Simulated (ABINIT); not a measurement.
**A GW chain in ABINIT: MoS2 (P6_3/mmc)**

Wanted: ground state, empty states, screening and self-energy for MoS2 (P6_3/mmc).

Calculated with ABINIT 10.8.3; PBE and many-body steps on it, plane waves.

Report form: the programs' logs are mostly left out.

The database entry behind the starting cell differs from later determinations by our own check (about 0.3 % long), so it need not match the best structure at ambient conditions.

**1. The starting structure**

Symmetry: P6_3/mmc, No. 194, hexagonal system. Conventional cell: a = 3.169 Å, b = 3.169 Å, c = 12.324 Å, α = 90.00°, β = 90.00°, γ = 120.00°. Nearest to Mo lie 6 S at 2.41 Å. S has 3 Mo at 2.41 Å nearest. Farther neighbours and most contacts between anions are not listed.

The cell and positions come from the Crystallography Open Database and are kept as given unless a step says otherwise.

**2. Ground state**

This step: ABINIT 10.8.3; DFT, PBE, plane waves, norm-conserving pseudopotentials.

The ground-state density comes first.

Contents of run.abi:

```
acell 3*1.0 Angstrom
rprim 
  3.169000000004 -0.000000000001 0.000000000000
  -1.584500000001 2.744434504597 0.000000000000
  0.000000000000 0.000000000000 12.324000000000
ntypat 2
znucl 42 16
natom 6
typat 1 1 2 2 2 2
xred 
  0.333333333333 0.666666666667 0.250000000000
  0.666666666667 0.333333333333 0.750000000000
  0.333333333333 0.666666666667 0.623000000000
  0.666666666667 0.333333333333 0.123000000000
  0.333333333333 0.666666666667 0.877000000000
  0.666666666667 0.333333333333 0.377000000000
pp_dirpath "pseudos"
pseudos "Mo.upf, S.upf"
ecut 36
ngkpt 6 6 2
nshiftk 1
shiftk 0 0 0
kptopt 1
chksymbreak 0
nband 33
occopt 1
tolvrs 1e-10
nstep 60
prtwf 0
optforces 0
optstress 0
indata_prefix "in"
outdata_prefix "out"
tmpdata_prefix "tmp"
```

Run with:

```sh
> OMP_NUM_THREADS=1 mpirun -n 8 abinit run.abi > log
```

The job ended after 51 s (8 MPI ranks of Intel Xeon 6975P-C (Granite Rapids), shared host; peak memory 0.87 GiB).

Numbers from this step:

- total energy: -5031.2852 eV
- gap: 0.8887 eV
- k of the valence top: 0, 0, 0
- k of the conduction bottom: 0.1667, 0.1667, 0
- least direct gap: 1.654 eV

The gap is indirect, with the least direct gap 0.77 eV higher.

**3. Empty states on the mesh, 3×3×1 mesh, 167 bands**

The sums over transitions need many empty states on a uniform mesh; this step solves for them.

run.abi: that of step 2 with these lines changed.

```diff
@@ -19,3 +19,3 @@
 ecut 36
-ngkpt 6 6 2
+ngkpt 3 3 1
 nshiftk 1
@@ -24,9 +24,10 @@
 chksymbreak 0
-nband 33
-occopt 1
-tolvrs 1e-10
+iscf -2
+irdden 1
+istwfk *1
+nband 167
+nbdbuf 14
+tolwfr 1e-09
 nstep 60
-prtwf 0
-optforces 0
-optstress 0
+prtvol 0
 indata_prefix "in"
```

Run with:

```sh
> OMP_NUM_THREADS=2 mpirun -n 3 abinit run.abi > log
```

Wall time 73 s (3 MPI ranks); peak memory 0.36 GiB; 5.6 min of CPU time.

This step gave:

* gap: 1.052 eV
* k of the valence top: 0, 0, 0
* k of the conduction bottom: 0.3333, 0.3333, 0
* least direct gap: 1.654 eV
* k points computed: 3
* lowest point of the top converged band, above the valence top: 53.4883 eV

On this mesh the gap is 1.052 eV. The earlier step found 0.889 eV, so this mesh misses an edge.

**4. Screening, 3×3×1 mesh, 153 bands, screening to 130.6 eV**

The RPA dielectric matrix is built and inverted for each q.

This step: RPA screening on PBE, plane waves, norm-conserving pseudopotentials.

run.abi: that of step 3 with these lines changed.

```diff
@@ -24,10 +24,11 @@
 chksymbreak 0
-iscf -2
-irdden 1
 istwfk *1
-nband 167
-nbdbuf 14
-tolwfr 1e-09
-nstep 60
-prtvol 0
+occopt 1
+irdwfk 1
+optdriver 3
+nband 153
+ecuteps 4.8
+inclvkb 2
+awtr 1
+symchi 1
 indata_prefix "in"
```

Run with:

```sh
> OMP_NUM_THREADS=1 mpirun -n 8 abinit run.abi > log
```

The job ended after 38 s (8 MPI ranks; peak memory 1.7 GiB; 5 min of CPU time).

This step gave:

```
ε∞ with local fields, on this mesh, along the program's q direction : 17.31
the same without local fields                                       : 19.54
plasma frequency                                                    : 25.86 eV
plane waves in the screening matrix                                 : 341
```

Local fields lower ε∞ by 11 %. On a Γ-centred mesh this coarse the value itself is usually too large, while a short band sum pulls it down.

**5. Self-energy, 3×3×1 mesh, 153 bands, screening to 130.6 eV**

The self-energy is evaluated for the states that the input lists, and the levels follow from it, in one-shot runs by the linearised quasiparticle equation.

This step: G0W0 on PBE, plane waves, norm-conserving pseudopotentials.

run.abi: that of step 4 with these lines changed.

```diff
@@ -27,8 +27,17 @@
 irdwfk 1
-optdriver 3
+optdriver 4
 nband 153
+gwcalctyp 0
+ecutsigx 36
+symsigma 1
+nkptgw 2
+kptgw 
+  0.0000000000 0.0000000000 0.0000000000
+  0.3333333333 0.3333333333 0.0000000000
+bdgw 
+  25 28
+  25 28
 ecuteps 4.8
-inclvkb 2
-awtr 1
-symchi 1
+irdscr 1
+ppmodel 1
 indata_prefix "in"
```

The job ended after 11 s (8 MPI ranks; peak memory 1.5 GiB).

This step gave:

```yaml
g0w0_gap_on_the_points_computed: 1.719 eV
starting_gap_on_the_mesh: 1.052 eV
k_of_the_valence_top: 0, 0, 0
k_of_the_conduction_bottom: 0.3333, 0.3333, 0
z_at_the_valence_top: 0.772
z_at_the_conduction_bottom: 0.77
least_direct_g0w0_gap_on_the_computed_points: 2.297 eV
```

The gap on the mesh goes from 1.05 eV to 1.72 eV, a correction of +0.67 eV. The start differs from the 0.89 eV found before because the two sample other k points.

Limits: finite bands, cutoff and mesh; no spin-orbit coupling; coarse k mesh. v1 is the top filled band, c1 the lowest empty one. Levels before and after the correction, in eV, zero at the valence-band top of each column:

|  | conduction bottom | valence top |
| --- | --- | --- |
| Kohn-Sham | 1.05 | 0.00 |
| G0W0 | 1.72 | 0.00 |

|  | level | energy (eV) |
| --- | --- | --- |
| Kohn-Sham | Γ v2 | -1.145 |
| Kohn-Sham | Γ v1 | 0.000 |
| Kohn-Sham | Γ c1-c2 | 2.100 |
| Kohn-Sham | (0.333 0.333 0) v2 | -0.764 |
| Kohn-Sham | (0.333 0.333 0) v1 | -0.602 |
| Kohn-Sham | (0.333 0.333 0) c1-c2 | 1.052 |
| G0W0 | Γ v2 | -1.224 |
| G0W0 | Γ v1 | 0.000 |
| G0W0 | Γ c1-c2 | 2.552 |
| G0W0 | (0.333 0.333 0) v2 | -0.771 |
| G0W0 | (0.333 0.333 0) v1 | -0.578 |
| G0W0 | (0.333 0.333 0) c1-c2 | 1.719 |

**6. Where the time went**

Times are wall times on the hardware named with each run, good to a factor of about two.

| step | time | share | memory (GiB) |
| --- | --- | --- | --- |
| ground state | 51 s | 29 % | 0.87 |
| empty states on the mesh | 73 s | 43 % | 0.36 |
| screening | 38 s | 22 % | 1.7 |
| self-energy | 11 s | 6 % | 1.5 |

**7. Summary of results**

| Item | Value |
| --- | --- |
| PBE gap | 0.89 eV, indirect |
| G0W0 gap on the mesh | 1.72 eV |
| G0W0 gap over the zone (rigid shift) | 1.56 eV |
| GW settings | 3×3×1 mesh, 153 bands, screening to 130.6 eV, Godby-Needs plasmon pole |
| known limits | not at the basis limit; no spin-orbit coupling; coarse k mesh |

In words: G0W0 moves the gap on the mesh from 1.05 eV to 1.72 eV (+0.67 eV), with Z of 0.77 and 0.77 at the edges. The mesh misses the band edges by 0.16 eV in all; a rigid shift gives 1.56 eV for the zone. Local fields lower the RPA ε∞ on this mesh from 19.54 to 17.31; a Γ-centred mesh this coarse tends to raise both, most where the direct gap is narrow, while a short band sum lowers them. Only 2 of the mesh's irreducible points were corrected, so a valley elsewhere could overtake. Bands and cutoff are finite, so the gap is not at the basis limit. The miss can reach some tenths of an eV and take either sign; the mesh is an error of its own. In the G0W0 run levels were corrected at 2 k points alone, so a gap called «on the mesh» is the least over those, and an edge elsewhere would be missed. A denser mesh or path gives a starting gap of 0.89 eV: the GW mesh misses a band edge, so its gaps are not the fundamental one. The 3×3×1 mesh is coarse for this cell, which bears on the long-range parts of exchange and screening. The many-body steps are scalar-relativistic: spin-orbit coupling is not in them.

[Paths, hosts, dates, memory and timing lines, banners, echoed tables and standing remarks are left out of the program output.]

[Logs are printed without paths, hosts, clocks, repeated set-up lines and the standing remarks that a program may print on its own settings, such as how far it seeks lower states.]

[Runs of the session that timed out or met a known fault of the program may be left out.]

[Hosts, paths, dates, database ids (printed as entryN), source tags and the programs' standing remarks are cut or masked in the printed files.]

[G0W0 gaps are taken among the corrected bands and points alone; a level outside them can change the order at an edge.]

[Where Ansatz stands beside ABINIT at settings called matched, ABINIT's density can come from a denser mesh and the files from another edition; pairs whose starting gaps differed by over 0.03 eV were left out, so agreement reads better than it is.]
